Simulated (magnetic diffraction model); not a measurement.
# TmSi2Pt: what an assumed order does to the neutron pattern

Space group Immm (no. 71), a = 4.2290 Å, b = 8.5470 Å, c = 15.7900 Å.

| site | atom | x | y | z |
| --- | --- | --- | --- | --- |
| 8l | Pt | 1/2 | 0.7689 | 0.8618 |
| 4g | Tm | 0 | 0.7301 | 0 |
| 4j | Tm | 1/2 | 0 | 0.7020 |
| 4i | Si | 0 | 0 | 0.5777 |
| 4j | Si | 0 | 1/2 | 0.5722 |
| 8l | Si | 1/2 | 0.6595 | 0.7050 |

This is a made-up structure (elements placed in a structure type, unrelaxed), so the numbers test the method and describe no known phase.

Only Tm is taken to order (form factors of Tm3+); orders and moment sizes are assumed, and not adapted to the symmetry. Radiation: neutrons of λ = 2.36 Å, 2° to 55°; isotropic B of 0.23 Å² (Pt), 0.23 Å² (Tm) and 0.34 Å² (Si). Simulated constant-wavelength pattern: nuclear and magnetic terms add, the magnetic one as |2.695 fm × Σ f S⊥ exp(2πi Q·r) exp(−B s²)|², summed over all Q at one angle with the factor 1/(sin²θ cos θ). For a modulated order the moment at position r is S exp(−2πi k·r) + c.c., with S = m/2 for a sine wave of amplitude m and S = m(u + iv)/2 for moments turning in a plane, u and v being orthogonal unit vectors in it; the phase factor of the sum at Q = H + k is then exp(2πi H·r). Free-ion form factors, Sears's scattering lengths of 1992, no absorption; a label names one of the reflections at its angle. The strongest nuclear line in the range is 100, and lines under 0.2 are left out.

Assume the order k = (0 0 1/5), moments turning in the plane of [001] and [100], 3.8 μB on Tm; signs + at (0, 0.7301, 0), − at (0, 0.2699, 0), + at (1/2, 0, 0.7020), + at (0, 1/2, 0.7980).

Q: Where does magnetic intensity appear, and how strong is it?

```tsv
2θ (°)	index	nuclear	magnetic
15.46	(0 0 9/5)	0.0	6.1
17.19	(0 0 2)	4.7	0.0
17.31	(0 1 4/5)	0.0	28.2
18.93	(0 0 11/5)	0.0	4.0
18.95	(0 1 6/5)	0.0	21.7
29.04	(0 1 14/5)	0.0	10.4
32.06	(0 2 0)	15.9	0.0
32.06	(0 1 16/5)	0.0	8.1
32.11	(0 2 1/5)	0.0	8.6
32.99	(0 0 19/5)	0.0	0.2
33.16	(1 0 4/5)	0.0	0.3
33.58	(1 0 1)	10.8	0.0
34.09	(1 0 6/5)	0.0	0.3
34.79	(0 0 4)	4.2	0.0
35.77	(0 2 9/5)	0.0	4.3
36.28	(1 1 0)	4.5	0.0
36.32	(1 1 1/5)	0.0	14.9
36.60	(0 2 2)	0.4	0.0
37.49	(0 2 11/5)	0.0	3.8
39.65	(1 1 9/5)	0.0	10.2
40.40	(1 1 2)	0.4	0.0
40.82	(1 0 14/5)	0.0	1.5
41.23	(1 1 11/5)	0.0	9.3
41.95	(1 0 3)	11.5	0.0
43.12	(1 0 16/5)	0.0	1.4
45.21	(0 1 24/5)	0.0	4.5
46.67	(0 2 19/5)	0.0	0.5
46.79	(1 2 4/5)	0.0	0.8
46.95	(0 1 5)	1.3	0.0
47.49	(1 2 6/5)	0.0	0.8
48.02	(0 2 4)	7.1	0.0
48.71	(0 1 26/5)	0.0	3.8
49.42	(0 2 21/5)	0.0	0.5
49.48	(0 3 4/5)	0.0	3.1
49.78	(0 3 1)	2.8	0.0
49.84	(1 1 19/5)	0.0	4.0
50.15	(0 3 6/5)	0.0	3.0
52.47	(1 1 21/5)	0.0	3.6
52.83	(1 2 14/5)	0.0	2.7
53.28	(0 0 6)	4.3	0.0
53.75	(1 2 3)	100.0	0.0
54.06	(1 0 24/5)	0.0	1.4
54.73	(1 2 16/5)	0.0	2.5
```

The strongest magnetic line in the range is (0 1 4/5) at 17.31° (28.2). Below the range, at 1.71°, lies the magnetic line (0 0 1/5) with 738. On top of the Lorentz factor, which all lines share, magnetic lines fade with angle because f falls: for Tm3+ it is 0.97, 0.87, 0.75 and 0.49 at sin θ/λ = 0.1, 0.2, 0.3 and 0.5 Å⁻¹, while nuclear lengths stay constant. The order has no net moment.

[Logs are printed without paths, hosts, clocks, repeated set-up lines and the standing remarks that a program may print on its own settings, such as how far it seeks lower states.]
